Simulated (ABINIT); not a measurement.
# GaAs (F-43m): G0W0 with ABINIT, start to end

Aim: the G0W0 gap of GaAs (F-43m) on PBE with spin-orbit coupling, step by step.

Main program and level: ABINIT 10.8.3; PBE and many-body steps on it, plane waves.

**Experimental background.**

- Gap 1.51 eV: band-edge emission energy from PL (direct gap at Gamma); photoluminescence, 633 nm excitation; 77 K; bulk crystal (MBE GaAs matrix around a thin InAs wetting layer on semi-insulating GaAs (100)) (“Photoluminescence of InAs/GaAs quantum dots under direct two-photon excitation”, 2020, pmc:7331710).

- Gap 1.418 ± 0.005 eV: direct gap E0 at Gamma from PR; modulated photoreflectance, low-field lineshape fit; 300 K; bulk crystal (semi-insulating GaAs(001) reference substrate) (“Evidence of valence band perturbations in GaAsN/GaAs(001): A combined variable-angle spectroscopic ellipsometry and modulated photoreflectance investigation”, 2008, arxiv:0805.2212).

- Gap 1.42 eV: band-edge photoluminescence emission energy of the GaAs substrate; time-integrated photoluminescence; 300 K; bulk crystal ((001) GaAs substrate beneath GaBiAs epilayers) (“Investigation of the anisotropic electron g factor as a probe of the electronic structure of GaBixAs1-x/GaAs epilayers”, 2014, arxiv:1409.8467).

- Gap 1.42 eV: fundamental direct gap E0 at Gamma, seen as sharp points in Psi and Delta; spectroscopic ellipsometry; 300 K; bulk crystal (semi-insulating GaAs (100) substrate) (“Ellipsometric study of the Electronic Structure of GaMnAs and LT-GaAs”, 2004, arxiv:cond-mat/0404304).

- Gap 1.412 ± 0.01 eV: direct gap E0 at Gamma from ellipsometry; variable-angle spectroscopic ellipsometry, parametric critical-point fit; 300 K; bulk crystal (semi-insulating GaAs(001) reference substrate with native oxide) (“Evidence of valence band perturbations in GaAsN/GaAs(001): A combined variable-angle spectroscopic ellipsometry and modulated photoreflectance investigation”, 2008, arxiv:0805.2212).

Most raw output is cut from this account.

### Step 1. Starting point

Symmetry: F-43m, No. 216, cubic system. The conventional cell has a = 5.654 Å, b = 5.654 Å, c = 5.654 Å, α = 90.00°, β = 90.00°, γ = 90.00°. Nearest to Ga lie 4 As at 2.45 Å. Nearest to As lie 4 Ga at 2.45 Å. Farther neighbours are not listed.

The cell and positions come from the Crystallography Open Database and are kept as given unless a step says otherwise.

### Step 2. Ground state

This step: ABINIT 10.8.3; DFT, PBE with spin-orbit coupling, plane waves, norm-conserving pseudopotentials.

The ground-state density comes first.

Input file run.abi:

```
acell 3*1.0 Angstrom
rprim 
  0.000000000000 2.826850000000 2.826850000000
  2.826850000000 0.000000000000 2.826850000000
  2.826850000000 2.826850000000 0.000000000000
ntypat 2
znucl 31 33
natom 2
typat 1 2
xred 
  0.000000000000 0.000000000000 0.000000000000
  0.250000000000 0.250000000000 0.250000000000
pp_dirpath "pseudos"
pseudos "Ga.upf, As.upf"
ecut 45
nspinor 2
ngkpt 6 6 6
nshiftk 1
shiftk 0 0 0
kptopt 1
chksymbreak 0
nband 54
occopt 1
tolvrs 1e-10
nstep 60
prtwf 0
optforces 0
optstress 0
indata_prefix "in"
outdata_prefix "out"
tmpdata_prefix "tmp"
```

Launch:

```console
$ OMP_NUM_THREADS=1 mpirun -n 4 abinit run.abi > log
```

Run time: 2.5 min. Hardware: 4 MPI ranks of Arm Neoverse V1, shared host; peak memory 0.46 GiB.

This step gave:

```
total energy               : -15061.8007 eV
gap                        : 0.4016 eV
k of the valence top       : 0, 0, 0
k of the conduction bottom : 0, 0, 0
least direct gap           : 0.4016 eV
```

The gap is direct, at Γ.

### Step 3. Empty states on the mesh, 4×4×4 mesh, 184 bands

The sums over transitions need many empty states on a uniform mesh; this step solves for them.

Edit run.abi of step 2 so:

```diff
@@ -16,3 +16,3 @@
 nspinor 2
-ngkpt 6 6 6
+ngkpt 4 4 4
 nshiftk 1
@@ -21,9 +21,10 @@
 chksymbreak 0
-nband 54
-occopt 1
-tolvrs 1e-10
+iscf -2
+irdden 1
+istwfk *1
+nband 184
+nbdbuf 16
+tolwfr 1e-09
 nstep 60
-prtwf 0
-optforces 0
-optstress 0
+prtvol 0
 indata_prefix "in"
```

The job ended after 2.5 min (4 MPI ranks; peak memory 0.56 GiB; 10 min of CPU time).

This step gave:

* gap: 0.4016 eV
* k of the valence top: 0, 0, 0
* k of the conduction bottom: 0, 0, 0
* least direct gap: 0.4016 eV
* k points computed: 8
* lowest point of the top converged band, above the valence top: 62.3835 eV

On this mesh the gap is 0.402 eV.

### Step 4. Screening, 4×4×4 mesh, 168 bands, screening to 133.3 eV

The RPA dielectric matrix is built and inverted for each q.

This step: RPA screening on PBE with spin-orbit coupling, plane waves, norm-conserving pseudopotentials.

Edit run.abi of step 3 so:

```diff
@@ -21,10 +21,11 @@
 chksymbreak 0
-iscf -2
-irdden 1
 istwfk *1
-nband 184
-nbdbuf 16
-tolwfr 1e-09
-nstep 60
-prtvol 0
+occopt 1
+irdwfk 1
+optdriver 3
+nband 168
+ecuteps 4.9
+inclvkb 0
+awtr 1
+symchi 1
 indata_prefix "in"
```

The job ended after 5.6 min (4 MPI ranks; peak memory 3 GiB; 22 min of CPU time).

This step gave:

```
ε∞ with local fields, on this mesh, along the program's q direction : 241.1
the same without local fields                                       : 256.0
plasma frequency                                                    : 36.65 eV
plane waves in the screening matrix                                 : 169
```

Local fields lower ε∞ by 6 %. The value itself is an artefact of the mesh, where one narrow direct gap carries too much weight.

### Step 5. Self-energy, 4×4×4 mesh, 168 bands, screening to 133.3 eV

The self-energy is evaluated for the states that the input lists, and the levels follow from it, in one-shot runs by the linearised quasiparticle equation.

This step: G0W0 on PBE with spin-orbit coupling, plane waves, norm-conserving pseudopotentials.

Edit run.abi of step 4 so:

```diff
@@ -24,8 +24,19 @@
 irdwfk 1
-optdriver 3
+optdriver 4
 nband 168
+gwcalctyp 0
+ecutsigx 45
+symsigma 0
+nkptgw 3
+kptgw 
+  0.0000000000 0.0000000000 0.0000000000
+  0.5000000000 0.0000000000 0.0000000000
+  0.5000000000 0.5000000000 0.0000000000
+bdgw 
+  41 48
+  41 48
+  41 48
 ecuteps 4.9
-inclvkb 0
-awtr 1
-symchi 1
+irdscr 1
+ppmodel 1
 indata_prefix "in"
```

It took 5.3 min on 4 MPI ranks; peak memory 2 GiB.

This step gave:

```
G0W0 gap on the points computed              : 1.057 eV
starting gap on the mesh                     : 0.4016 eV
k of the valence top                         : 0, 0, 0
k of the conduction bottom                   : 0, 0, 0
Z at the valence top                         : 0.804
Z at the conduction bottom                   : 0.807
least direct G0W0 gap on the computed points : 1.057 eV
```

The gap on the mesh goes from 0.40 eV to 1.06 eV, a correction of +0.66 eV.

Limits: finite bands, cutoff and mesh; screening head approximate; coarse k mesh. v1 is the top filled band, c1 the lowest empty one. Levels before and after the correction, in eV, zero at the valence-band top of each column:

```
           conduction bottom  valence top
Kohn-Sham               0.40         0.00
     G0W0               1.06         0.00
```

```
             level  energy (eV)
Kohn-Sham  Γ v4-v1        0.000
Kohn-Sham  Γ c1-c2        0.402
Kohn-Sham  Γ c3-c4        3.501
     G0W0  Γ v4-v1       -0.001
     G0W0  Γ c1-c2        1.058
     G0W0  Γ c3-c4        4.039
```

### Step 6. Where the time went

Times are wall times on 4 MPI ranks of Arm Neoverse V1, shared host, good to a factor of about two.

```
                    step     time  share  memory (GiB)
            ground state  2.5 min   16 %          0.46
empty states on the mesh  2.5 min   16 %          0.56
               screening  5.6 min   35 %           3.0
             self-energy  5.3 min   33 %           2.0
```

### Step 7. Outcome

| Quantity | Value |
| --- | --- |
| PBE gap | 0.40 eV, direct |
| G0W0 gap on the mesh | 1.06 eV |
| GW settings | 4×4×4 mesh, 168 bands, screening to 133.3 eV, Godby-Needs plasmon pole |
| known limits | not at the basis limit; screening runs away on this mesh; screening head approximate; coarse k mesh |

What this shows: G0W0 moves the gap on the mesh from 0.40 eV to 1.06 eV (+0.66 eV), with Z of 0.80 and 0.81 at the edges. Local fields lower the RPA ε∞ on this mesh from 256.02 to 241.06; a Γ-centred mesh this coarse tends to raise both, most where the direct gap is narrow, while a short band sum lowers them. Only 3 of the mesh's irreducible points were corrected, so a valley elsewhere could overtake. Against experiment, by G0W0@PBE: the direct gap of 1.06 eV lies −0.45 eV from the measured 1.51 eV (exciton, 77 K, 2020); the direct gap of 1.06 eV lies −0.36 eV from the measured 1.418 ± 0.005 eV (direct, 300 K, 2008); the direct gap of 1.06 eV lies −0.36 eV from the measured 1.42 eV (exciton, 300 K, 2014); the direct gap of 1.06 eV lies −0.36 eV from the measured 1.42 eV (direct, 300 K, 2004); the direct gap of 1.06 eV lies −0.35 eV from the measured 1.412 ± 0.01 eV (direct, 300 K, 2008). An exciton line or allowed optical edge lies below the quasiparticle gap by the binding energy; a forbidden edge can push the onset above it. The calculation has static nuclei and no excitons; a measured gap holds zero-point and thermal motion, which mostly lowers it. Against the values above the computed gap that would widen the miss. A likelier cause is too strong a screening: the start's gap is only 0.40 eV, the mesh is coarse, and one shot does not repair that. Bands and cutoff are finite, so the gap is not at the basis limit. The miss can reach some tenths of an eV and take either sign; the mesh is an error of its own. In the G0W0 run levels were corrected at 3 k points alone, so a gap called «on the mesh» is the least over those, and an edge elsewhere would be missed. The 4×4×4 mesh is coarse for this cell, which bears on the long-range parts of exchange and screening. On this mesh the RPA ε∞ passes 90, more than nearly any semiconductor shows; a coarse mesh does this where one point with a narrow direct gap carries much weight. The screening is then too strong, and the G0W0 gap should not be taken as the material's. The long-wavelength limit of the screening leaves out the non-local commutator, which shifts ε∞.

[Paths, hosts, dates, memory and timing lines, banners, echoed tables and standing remarks are left out of the program output.]

[Logs are printed without paths, hosts, clocks, repeated set-up lines and the standing remarks that a program may print on its own settings, such as how far it seeks lower states.]

[Runs of the session that timed out or met a known fault of the program may be left out.]

[No measured gap is set beside runs whose start may be inverted or whose files or cutoffs have a known fault.]

[Hosts, paths, dates, database ids (printed as entryN), source tags and the programs' standing remarks are cut or masked in the printed files.]

[G0W0 gaps are taken among the corrected bands and points alone; a level outside them can change the order at an edge.]

[Where Ansatz stands beside ABINIT at settings called matched, ABINIT's density can come from a denser mesh and the files from another edition; pairs whose starting gaps differed by over 0.03 eV were left out, so agreement reads better than it is.]
